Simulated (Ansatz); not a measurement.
## CoBiS3: relaxing a made-up structure

This structure for CoBiS3 is made up. Its elements were placed in a known structure type with a cell scaled to their sizes. What cell does the guess relax to, and how far off was it?

Main program and level: Ansatz 0.2.0; DFT, PBE, plane-wave PAW, default files, scalar-relativistic, ferromagnetic start, cell and ions relaxed at zero pressure, in the first sound run; inputs show where later runs differ.

### Step 1. Starting point

It takes space group P4mm (No. 99, tetragonal). Conventional cell: a = 4.521 Å, b = 4.521 Å, c = 4.875 Å, α = 90.00°, β = 90.00°, γ = 90.00°. Nearest to Bi lie 8 S at 2.81 to 3.25 Å. Nearest to Co lie 6 S at 2.23 to 2.64 Å. Nearest to S lie 2 Co at 2.29 Å and 2 Bi at 2.81 Å. Nearest to S lie 2 Co at 2.23 to 2.64 Å and 4 Bi at 3.25 Å. Farther neighbours and most contacts between anions are not listed.

### Step 2. Relaxing cell and atoms

The guess takes its coordinates from another compound and its volume from a rule, so the cell and any free coordinates are relaxed together.

Input file input.yaml:

```yaml
crystal:
  lattice:
    - [4.521, 0.0, 0.0]
    - [0.0, 4.521, 0.0]
    - [0.0, 0.0, 4.875]
  atoms:
    - { symbol: Bi, position: [0.0, 0.0, 0.0491] }
    - { symbol: Co, position: [0.5, 0.5, 0.6246], spin: 2.0 }
    - { symbol: S, position: [0.0, 0.5, 0.7054] }
    - { symbol: S, position: [0.5, 0.5, 0.1671] }
    - { symbol: S, position: [0.5, 0.0, 0.7054] }
magnetization:
  spin_polarized: true
kpoints:
  mp_grid: { grid: [6, 6, 6] }
scf:
  occupations: { method: fermi_dirac, width: 0.05 }
hamiltonian:
  xc: pbe
  pseudopotentials: { kind: paw }
relax:
  f_tol: 0.015
  max_steps: 70
  cell: {}
output:
  forces: true
  stress: true
```

On the command line:

```
ansatz run input.yaml --threads 4 --pin off --max-ram 8192MiB --backend cpu --events-out ev --progress --plain --runs-dir out
```

Numbers of over 12 decimals in the logs are rounded to 6 here.

The program printed:

```text
Engine: ansatz 0.2.0, aarch64-unknown-linux-gnu
Pseudopotentials: kind: paw
Pseudopotential: Bi, paw, valence charge 15, recommended cutoff 420 eV (normal), Bi.paw.azcp
Pseudopotential: Co, paw, valence charge 17, recommended cutoff 420 eV (normal), Co.paw.azcp
Pseudopotential: S, paw, valence charge 6, recommended cutoff 420 eV (normal), S.paw.azcp
Functional definition: PBE
  parameter kappa = 0.804
  parameter beta = 0.066725
  exchange = pbe_x(kappa = kappa, mu = beta*pi^2/3)
  correlation = pbe_c(beta = beta)
Crystal: 5 atoms, lattice volume = 99.642 Å³
Basis set: ecut = 420 eV, 1961 PW (Γ), exchange–correlation on 64×64×72 points (8 copies of the dense FFT grid, shifted against one another)
Bands: 32, of which v1, the nominal top of the filled ones, is band 25 counted from 1 (24 counted from 0)
Symmetry: 8 space group operations
Space group: P4mm (ITA 99), of the structure as read, at distance tolerance 4.6e-5 Å
Magnetic group: BNS 99.163 (UNI 823), of the structure as read, at distance tolerance 4.6e-5 Å
k-points: 40 of 216 (time reversal used)
Non-local potential: Bi, projectors of the file, l = 0: 2, l = 1: 2, l = 2: 2, l = 3: 2
Non-local potential: Co, projectors of the file, l = 0: 3, l = 1: 2, l = 2: 3, l = 3: 1
Non-local potential: S, projectors of the file, l = 0: 2, l = 1: 2, l = 2: 2
PAW form: soft (Blöchl's): semilocal exchange-correlation on the pseudo side does not see the compensation charge
PAW one-centre angular grid: Bi, 590 points (default); XC on 64 Gauss nodes
PAW one-centre angular grid: Co, 590 points (default); XC on 64 Gauss nodes
PAW one-centre angular grid: S, 110 points (default); XC on 64 Gauss nodes
Initial density: superposition of atomic densities (chi_scale 0.1, normalization cell, long waves kept (reshape's long-wave potential 0.02 eV rms))
Starting moments: Σ|m| = 2 μB on 1 of 5 sites
Initial wavefunctions: pseudopotential atomic-orbital guess
Functional: x = pbe(κ = 0.804, μ = 0.219515), c = pbe(β = 0.066725)
SCF iter   1: F=—  HF=-20229.252674 eV  |F-HF|=—  |Δ(HF+E_count)|=         —  Δρ=3.36e-2 (↑3.05e-2 ↓3.36e-2)  dr2=8.40e0  dr2_m=4.07e-2  M=2.150 μB ∫|m|=2.176 μB  β_m=0.30  ethr=3.10e-3  ⟨swp⟩=6.4  Hψ=11109  notcnv=0  defer=1
Mixer restart at iter 1: flushing history
preconditioner: auto → Kerker (q_TF=auto, 2.432 Å⁻¹)  [metal: Δε(μ)=0.001 eV  Ē_g=12.214 eV  σ=0.050 eV  W_gap=0.01  n_scr=26 (ndim 8)  ℏωp=24.1 eV  f_vac=0.000  D(μ)=6.75/eV (n_scr^D=80)]
spin=Collinear: Kerker preconditioning applied to the charge; magnetization (m = ρ↑ − ρ↓) channel mixes plain (no charge-response kernel on spin).
SCF iter   2: F=—  HF=-20229.620331 eV  |F-HF|=—  |Δ(HF+E_count)|=   3.68e-1  Δρ=2.37e-2 (↑1.75e-2 ↓2.37e-2)  dr2=4.61e0  dr2_m=5.72e-2  M=2.041 μB ∫|m|=2.090 μB  β_m=0.54  ethr=3.10e-3  ⟨swp⟩=2.2  Hψ=4492  notcnv=0  defer=104
SCF iter   3: F=—  HF=-20229.376685 eV  |F-HF|=—  |Δ(HF+E_count)|=   2.44e-1  Δρ=3.15e-2 (↑6.97e-3 ↓3.15e-2)  dr2=2.25e0  dr2_m=1.85e-1  M=1.666 μB ∫|m|=1.797 μB  β_m=0.56  ethr=3.10e-3  ⟨swp⟩=3.5  Hψ=5083  notcnv=0  defer=110
SCF iter   4: F=—  HF=-20229.061128 eV  |F-HF|=—  |Δ(HF+E_count)|=   3.16e-1  Δρ=2.59e-2 (↑2.59e-2 ↓6.04e-3)  dr2=3.78e-1  dr2_m=1.41e-1  M=1.356 μB ∫|m|=1.573 μB  β_m=0.74  ethr=3.10e-3  ⟨swp⟩=3.2  Hψ=4894  notcnv=0  defer=109
SCF iter   5: F=—  HF=-20229.265084 eV  |F-HF|=—  |Δ(HF+E_count)|=   2.04e-1  Δρ=1.51e-2 (↑1.51e-2 ↓4.12e-3)  dr2=2.20e-1  dr2_m=3.03e-2  M=1.253 μB ∫|m|=1.437 μB  β_m=0.87  ethr=7.56e-4  ⟨swp⟩=2.1  Hψ=4352  notcnv=0  defer=115
SCF iter   6: F=—  HF=-20229.290340 eV  |F-HF|=—  |Δ(HF+E_count)|=         —  Δρ=7.53e-3 (↑6.87e-3 ↓7.53e-3)  dr2=1.79e-3  dr2_m=4.66e-2  M=1.000 μB ∫|m|=1.154 μB  β_m=0.87  ethr=4.41e-4  ⟨swp⟩=2.1  Hψ=4815  notcnv=0  defer=115
Mixer restart at iter 6: flushing history
SCF iter   7: F=—  HF=-20229.293565 eV  |F-HF|=—  |Δ(HF+E_count)|=   3.23e-3  Δρ=7.08e-3 (↑2.05e-3 ↓7.08e-3)  dr2=2.04e-2  dr2_m=1.83e-2  M=0.927 μB ∫|m|=1.062 μB  β_m=0.93  ethr=3.57e-6  ⟨swp⟩=2.1  Hψ=5375  notcnv=0  defer=111
SCF iter   8: F=—  HF=-20229.301988 eV  |F-HF|=—  |Δ(HF+E_count)|=   8.42e-3  Δρ=6.63e-3 (↑6.63e-3 ↓2.54e-3)  dr2=4.27e-2  dr2_m=4.29e-3  M=0.893 μB ∫|m|=1.017 μB  β_m=0.85  ethr=3.57e-6  ⟨swp⟩=3.0  Hψ=5856  notcnv=0  defer=112
SCF iter   9: F=—  HF=-20229.293886 eV  |F-HF|=—  |Δ(HF+E_count)|=   8.10e-3  Δρ=1.14e-3 (↑8.79e-4 ↓1.14e-3)  dr2=2.01e-3  dr2_m=3.28e-5  M=0.849 μB ∫|m|=0.957 μB  β_m=0.93  ethr=3.57e-6  ⟨swp⟩=2.0  Hψ=5580  notcnv=0  defer=112
SCF iter  10: F=—  HF=-20229.294816 eV  |F-HF|=—  |Δ(HF+E_count)|=   9.30e-4  Δρ=8.96e-4 (↑6.99e-4 ↓8.96e-4)  dr2=1.87e-3  dr2_m=1.16e-5  M=0.861 μB ∫|m|=0.969 μB  β_m=0.96  ethr=3.57e-6  ⟨swp⟩=2.0  Hψ=3370  notcnv=0  defer=112
SCF iter  11: F=—  HF=-20229.294754 eV  |F-HF|=—  |Δ(HF+E_count)|=   6.23e-5  Δρ=5.73e-5 (↑2.87e-5 ↓5.73e-5)  dr2=9.29e-6  dr2_m=5.49e-7  M=0.860 μB ∫|m|=0.967 μB  β_m=0.98  ethr=3.57e-6  ⟨swp⟩=2.1  Hψ=3336  notcnv=0  defer=112
SCF iter  12: F=—  HF=-20229.294749 eV  |F-HF|=—  |Δ(HF+E_count)|=   4.72e-6  Δρ=4.65e-5 (↑1.65e-5 ↓4.65e-5)  dr2=3.96e-6  dr2_m=2.97e-7  M=0.859 μB ∫|m|=0.967 μB  β_m=0.99  ethr=1.86e-8  ⟨swp⟩=2.0  Hψ=4544  notcnv=0  defer=112
SCF iter  13: F=—  HF=-20229.294749 eV  |F-HF|=—  |Δ(HF+E_count)|=   2.65e-7  Δρ=3.01e-5 (↑7.77e-6 ↓3.01e-5)  dr2=9.50e-7  dr2_m=1.44e-7  M=0.859 μB ∫|m|=0.966 μB  β_m=0.99  ethr=7.93e-9  ⟨swp⟩=2.0  Hψ=3508  notcnv=0  defer=112
SCF iter  14: F=—  HF=-20229.294749 eV  |F-HF|=—  |Δ(HF+E_count)|=   3.87e-7  Δρ=5.97e-6 (↑3.60e-6 ↓5.97e-6)  dr2=1.68e-7  dr2_m=4.87e-9  M=0.859 μB ∫|m|=0.967 μB  β_m=1.00  ethr=1.90e-9  ⟨swp⟩=2.0  Hψ=3178  notcnv=0  defer=112
SCF iter  15: F=—  HF=-20229.294749 eV  |F-HF|=—  |Δ(HF+E_count)|=   4.02e-9  Δρ=3.30e-6 (↑1.45e-6 ↓3.30e-6)  dr2=2.55e-8  dr2_m=2.64e-9  M=0.859 μB ∫|m|=0.967 μB  β_m=1.00  ethr=3.35e-10  ⟨swp⟩=2.0  Hψ=3532  notcnv=0  defer=112
SCF iter  16: F=-20229.294749 eV  HF=-20229.294749 eV  |F-HF|=2.02e-8  |Δ(HF+E_count)|=   5.84e-9  Δρ=3.91e-6 (↑1.39e-6 ↓3.91e-6)  dr2=2.27e-8  dr2_m=1.60e-9  M=0.859 μB ∫|m|=0.967 μB  ethr=5.11e-11  ⟨swp⟩=2.0  Hψ=7851  notcnv=0
SCF 1 converged in 16 iterations: F = -20229.294749 eV  dr2 = 2.27e-8
  greatest PAW one-centre occupation: 1.001 electrons in one spin orbital (limit 2), on the Co atom at site 1 (counted from 0), in its partial waves of l = 1
relax step   1: F+E_penalty+E_count = -20229.29474927 eV  Δ(F+E_penalty+E_count) = +0.000e0 eV  max|allowed force component| = 6.745e-1 eV/Å  Δτ_max = 0.0000 Å  P = -1.901 GPa  Ω = 99.642 Å³  (16 SCF iters, dr2 threshold 1.00e-7 eV, accepted)
[...]
relax step   9: F+E_penalty+E_count = -20229.62520545 eV  Δ(F+E_penalty+E_count) = -1.178e-2 eV  max|allowed force component| = 2.435e-2 eV/Å  Δτ_max = 0.0000 Å  P = +0.220 GPa  Ω = 101.954 Å³  stress off target by 5.80e-1 GPa  SCF on the basis re-selected at this cell (its energy is not comparable with the rows above)  (14 SCF iters)
relax step  10: F+E_penalty+E_count = -20229.62768669 eV  Δ(F+E_penalty+E_count) = -2.481e-3 eV  max|allowed force component| = 2.708e-2 eV/Å  Δτ_max = 0.0102 Å  P = +0.076 GPa  Ω = 102.414 Å³  energy of the carried Pulay correction = -1.006e-4 eV  (10 SCF iters, dr2 threshold 5.00e-7 eV, accepted)
relax step  11: F+E_penalty+E_count = -20229.62794429 eV  Δ(F+E_penalty+E_count) = -2.576e-4 eV  max|allowed force component| = 5.420e-3 eV/Å  Δτ_max = 0.0079 Å  P = -0.023 GPa  Ω = 102.795 Å³  energy of the carried Pulay correction = -1.884e-4 eV  (11 SCF iters, dr2 threshold 7.75e-8 eV, accepted)
relax step  12: F+E_penalty+E_count = -20229.62802959 eV  Δ(F+E_penalty+E_count) = -8.531e-5 eV  max|allowed force component| = 8.872e-4 eV/Å  Δτ_max = 0.0020 Å  P = -0.003 GPa  Ω = 102.719 Å³  energy of the carried Pulay correction = -1.706e-4 eV  (10 SCF iters, dr2 threshold 1.37e-8 eV, accepted)
iter 1 solved again at ethr=1.81e-7 eV; its pass at ethr=3.10e-3 eV (dr2=9.05e-5 eV) is discarded
SCF iter   1: F=—  HF=-20229.627861 eV  |F-HF|=—  |Δ(HF+E_count)|=         —  Δρ=7.27e-5 (↑7.27e-5 ↓7.27e-5)  dr2=1.02e-6  dr2_m=7.34e-13  M=0.000 μB ∫|m|=0.000 μB  β_m=0.65  ethr=1.81e-7  ⟨swp⟩=3.7  Hψ=18481  notcnv=0
preconditioner: auto → Kerker (q_TF=auto, 2.273 Å⁻¹)  [metal: Δε(μ)=0.011 eV  Ē_g=12.731 eV  σ=0.050 eV  W_gap=0.05  n_scr=20 (ndim 8)  ℏωp=23.7 eV  f_vac=0.030  D(μ)=4.53/eV (n_scr^D=36)]
spin=Collinear: Kerker preconditioning applied to the charge; magnetization (m = ρ↑ − ρ↓) channel mixes plain (no charge-response kernel on spin).
SCF iter   2: F=—  HF=-20229.628176 eV  |F-HF|=—  |Δ(HF+E_count)|=   3.15e-4  Δρ=2.54e-5 (↑2.54e-5 ↓2.54e-5)  dr2=8.94e-8  dr2_m=5.04e-13  M=0.000 μB ∫|m|=0.000 μB  β_m=0.61  ethr=2.03e-9  ⟨swp⟩=2.0  Hψ=4535  notcnv=0
SCF iter   3: F=—  HF=-20229.628223 eV  |F-HF|=—  |Δ(HF+E_count)|=   4.70e-5  Δρ=3.96e-6 (↑3.96e-6 ↓3.94e-6)  dr2=6.99e-9  dr2_m=3.32e-13  M=0.000 μB ∫|m|=0.000 μB  β_m=0.57  ethr=1.79e-10  ⟨swp⟩=2.0  Hψ=4514  notcnv=0
SCF iter   4: F=—  HF=-20229.628224 eV  |F-HF|=—  |Δ(HF+E_count)|=   8.86e-7  Δρ=2.68e-6 (↑2.65e-6 ↓2.68e-6)  dr2=1.58e-8  dr2_m=2.82e-13  M=0.000 μB ∫|m|=0.000 μB  β_m=0.57  ethr=1.40e-11  ⟨swp⟩=2.0  Hψ=4624  notcnv=0
SCF iter   5: F=—  HF=-20229.628224 eV  |F-HF|=—  |Δ(HF+E_count)|=   6.83e-8  Δρ=2.25e-6 (↑2.23e-6 ↓2.25e-6)  dr2=1.04e-8  dr2_m=2.45e-13  M=0.000 μB ∫|m|=0.000 μB  β_m=0.79  ethr=1.40e-11  ⟨swp⟩=2.0  Hψ=4572  notcnv=0
SCF iter   6: F=—  HF=-20229.628224 eV  |F-HF|=—  |Δ(HF+E_count)|=   2.50e-7  Δρ=7.33e-7 (↑7.17e-7 ↓7.33e-7)  dr2=3.74e-9  dr2_m=8.99e-14  M=0.000 μB ∫|m|=0.000 μB  β_m=0.89  ethr=1.40e-11  ⟨swp⟩=2.0  Hψ=4632  notcnv=0
SCF iter   7: F=—  HF=-20229.628223 eV  |F-HF|=—  |Δ(HF+E_count)|=   3.70e-7  Δρ=5.73e-7 (↑5.57e-7 ↓5.73e-7)  dr2=1.34e-9  dr2_m=7.57e-14  M=0.000 μB ∫|m|=0.000 μB  β_m=0.95  ethr=7.48e-12  ⟨swp⟩=3.0  Hψ=4578  notcnv=0
SCF iter   8: F=—  HF=-20229.628223 eV  |F-HF|=—  |Δ(HF+E_count)|=   2.66e-9  Δρ=1.60e-7 (↑1.44e-7 ↓1.60e-7)  dr2=9.63e-11  dr2_m=8.24e-14  M=0.000 μB ∫|m|=0.000 μB  β_m=0.97  ethr=2.67e-12  ⟨swp⟩=2.0  Hψ=3886  notcnv=0
SCF iter   9: F=—  HF=-20229.628223 eV  |F-HF|=—  |Δ(HF+E_count)|=  2.91e-11  Δρ=1.37e-7 (↑1.37e-7 ↓1.21e-7)  dr2=6.11e-11  dr2_m=7.11e-14  M=0.000 μB ∫|m|=0.000 μB  β_m=0.99  ethr=1.00e-12  ⟨swp⟩=2.0  Hψ=3580  notcnv=0
SCF iter  10: F=—  HF=-20229.628223 eV  |F-HF|=—  |Δ(HF+E_count)|=  6.55e-11  Δρ=5.35e-8 (↑5.35e-8 ↓4.13e-8)  dr2=8.14e-12  dr2_m=4.17e-14  M=0.000 μB ∫|m|=0.000 μB  β_m=0.99  ethr=1.00e-12  ⟨swp⟩=2.0  Hψ=3070  notcnv=0
SCF iter  11: F=-20229.628223 eV  HF=-20229.628223 eV  |F-HF|=2.55e-11  |Δ(HF+E_count)|=  1.09e-11  Δρ=9.86e-8 (↑9.86e-8 ↓9.52e-8)  dr2=3.50e-11  dr2_m=2.99e-15  M=0.000 μB ∫|m|=0.000 μB  ethr=1.00e-12  ⟨swp⟩=2.8  Hψ=7835  notcnv=0
the starting moments were not kept: the SCF closed with an absolute magnetisation of 5.1e-7 μB, where they sum to 2 μB in size (1 site). That is at most 0.1 of that sum. Measured as dr2_m measures the in/out step, that magnetisation stands 3.1e-13 eV from none, at or under the dr2_threshold of 5.0e-11 eV: it is no larger than a step whose dr2_m would equal this threshold.
SCF 13 converged in 11 iterations: F = -20229.628223 eV  dr2 = 3.50e-11
relax step  13: F+E_penalty+E_count = -20229.62822347 eV  Δ(F+E_penalty+E_count) = -1.939e-4 eV  max|allowed force component| = 8.172e-4 eV/Å  Δτ_max = 0.0000 Å  P = -0.005 GPa  Ω = 102.719 Å³  stress off target by 1.20e-2 GPa  SCF on the basis re-selected at this cell (its energy is not comparable with the rows above)  (11 SCF iters)
basis re-selected at this cell: Δ(F+E_penalty+E_count) = -1.939e-4 eV, ΔP = -0.002 GPa vs the last step (what re-selecting the basis moved, of the pressure what is left beyond the Pulay correction that the steps carried, after the strain that the cell walked since its last selection, with what the two solves' SCF thresholds leave and, on support functions, any second-order correction that the steps lacked; it is no m [...]
SCF converged after 11 iterations
Magnetization: 0.0000 μB (25.0000 up, 25.0000 down)
Absolute magnetization: 0.0000 μB (∫|ρ↑−ρ↓|, with the PAW one-centre terms)
Spin contamination: 0.0000 ħ² per cell (⟨S²⟩ above its minimum at these occupations)
Per-site moments (μB) at R_I (Å): [(-2.3460359064182584e-10, 1.147534), (3.3414060299454973e-7, 0.896078), (2.2492997784865974e-8, 0.923754), (3.335152447240349e-8, 0.896078), (2.2492997792292097e-8, 0.923754)]
Free energy (F): -20229.628223 eV
Harris-Foulkes:  -20229.628223 eV  (|F-HF|=2.55e-11)
Internal energy: -20229.592715 eV  (E = F + TS)
E sigma→0 (E₀):  -20229.610469 eV
Entropy (-TS):   -0.035509 eV (-7.102 meV/atom)
Fermi energy:    8.897045 eV
--- Per-component energies (eV) ---
  E_band       = -491.700437
  E_kinetic    = 1074.434627
  E_local      = -6413.706567  (includes V_loc(G=0)·N_el)
  E_nonlocal   = 1104.281455
  E_hartree    = 2572.541663
  E_xc         = -601.022900
  E_vxc        = -610.862895  (∫ρ·V_xc dr)
  E_paw        = -13979.748996  (= ΣΔE_a)
  E_vpaw       = -790.930548  (= ΣTr[D̂ρ^β])
  E_aug_tail   = -0.000339  (compensation charges beyond the density's cutoff)
  E_ewald      = -3986.371657
  E_smearing   = -0.035509  (= −TS)
  E_closure    = -0.000000  (closes the sum)
  Σ components = -20229.628223   (vs F -20229.628223, Δ=0.00e0)
--- Forces (eV/Å), atoms counted from 1 ---
  atom   1  Bi     0.00000000     0.00000000    -0.00079401
  atom   2  Co     0.00000000    -0.00000000     0.00081698
  atom   3  S      0.00000000     0.00000000    -0.00003592
  atom   4  S      0.00000000     0.00000000     0.00004775
  atom   5  S      0.00000000    -0.00000000    -0.00003592
  max |Σ_I F_I| component: 1.13e-6 eV/Å
--- Stress (GPa, compression-positive) ---
       -0.001168      -0.000000      -0.000000
       -0.000000      -0.001168       0.000000
       -0.000000       0.000000      -0.012046
  P = ⅓ Tr σ = -0.0048 GPa (-0.048 kbar)
--- Relaxed structure (11 steps of the walk, 11 accepted, 2 SCFs on fresh bases) ---
  F+E_penalty+E_count = -20229.62822347 eV   max|allowed force component| = 8.172e-4 eV/Å   (the final SCF, on the basis selected at the relaxed cell)
  cell:  # Å, volume = 102.7185 Å³
    - [4.289462, 0, 0]
    - [0, 4.289462, 0.0]
    - [0, 0.0, 5.582687]
  atoms:
    - { symbol: Bi, position: [0, 0.0, 0.028196] }
    - { symbol: Co, position: [0.5, 0.5, 0.595429] }
    - { symbol: S, position: [0, 0.5, 0.710831] }
    - { symbol: S, position: [0.5, 0.5, 0.206314] }
    - { symbol: S, position: [0.5, 0, 0.710831] }
```

Wall time 2 min (4 threads of Arm Neoverse V1, shared host); peak memory 0.66 GiB; 7.9 min of CPU time.

Relaxation path:

```
step  energy less that of the first step (eV)  largest force component (eV/Å)  pressure (GPa)  volume (Å³)
   1                                   0.0000                          0.6745           -1.90        99.64
   2                                  -0.0294                          1.0334            2.05        98.72
   3                                  -0.1950                          0.2068            0.70        99.36
   4                                  -0.2910                          0.3440            0.36       100.76
   5                                  -0.3158                          0.1358           -0.65       102.28
   6                                  -0.3180                          0.0604           -0.01       102.17
   7                                  -0.3183                          0.0183            0.24       101.50
   8                                  -0.3187                          0.0110           -0.01       101.95
  9*                                  -0.3305                          0.0244            0.22       101.95
  10                                  -0.3329                          0.0271            0.08       102.41
  11                                  -0.3332                          0.0054           -0.02       102.79
  12                                  -0.3333                          0.0009            0.00       102.72
 13*                                  -0.3335                          0.0008            0.00       102.72
```

Relaxation steps marked * repeat the geometry before them on a plane-wave basis chosen anew for their cell, so energy and pressure can jump there.

The run keeps the 8 symmetry operations that it works with, so distortions that break them were not tested.

```
     cell as run  before  after   change
           a (Å)   4.521  4.289   -5.1 %
           b (Å)   4.521  4.289   -5.1 %
           c (Å)   4.875  5.583  +14.5 %
volume (Å³/atom)   19.93  20.54   +3.1 %
```

The atoms that moved most (Å, as changes of fractional coordinates times the final cell):

```
atom     dx     dy      dz  length
  S4  0.000  0.000   0.219   0.219
 Co2  0.000  0.000  -0.163   0.163
 Bi1  0.000  0.000  -0.117   0.117
  S3  0.000  0.000   0.030   0.030
  S5  0.000  0.000   0.030   0.030
```

The relaxed structure:

```xyz
5
Lattice="4.2895 0.0000 0.0000 0.0000 4.2895 0.0000 0.0000 0.0000 5.5827" Properties=species:S:1:pos:R:3 pbc="T T T"
Bi    0.0000    0.0000    0.1574
Co    2.1447    2.1447    3.3241
S     0.0000    2.1447    3.9683
S     2.1447    2.1447    1.1518
S     2.1447    0.0000    3.9683
```

This step gave:

* free energy: -20229.6282 eV
* energy at zero smearing: -20229.6105 eV
* smearing term TS: 0.03551 eV
* Fermi energy: 8.897 eV
* electrons: 50
* symmetry operations: 8
* pressure: -0.004794 GPa

Shortest distances by pair of elements, guess and relaxed (not always the same contact):

```
 pair  guess (Å)  relaxed (Å)
 Co–S      2.230        2.172
 Bi–S      2.814        2.782
  S–S      3.190        3.033
Bi–Co      3.808        3.878
Bi–Bi      4.521        4.289
```

The relaxation ends with a largest force component of 8.2e-4 eV/Å and a pressure of 0.00 GPa. No moment survives the cycle: this start ends non-magnetic.

(Part 1 of 2 ends here.)

[Logs are printed without paths, hosts, clocks, repeated set-up lines and the standing remarks that a program may print on its own settings, such as how far it seeks lower states.]

[Hosts, paths, dates, database ids (printed as entryN), source tags and the programs' standing remarks are cut or masked in the printed files.]
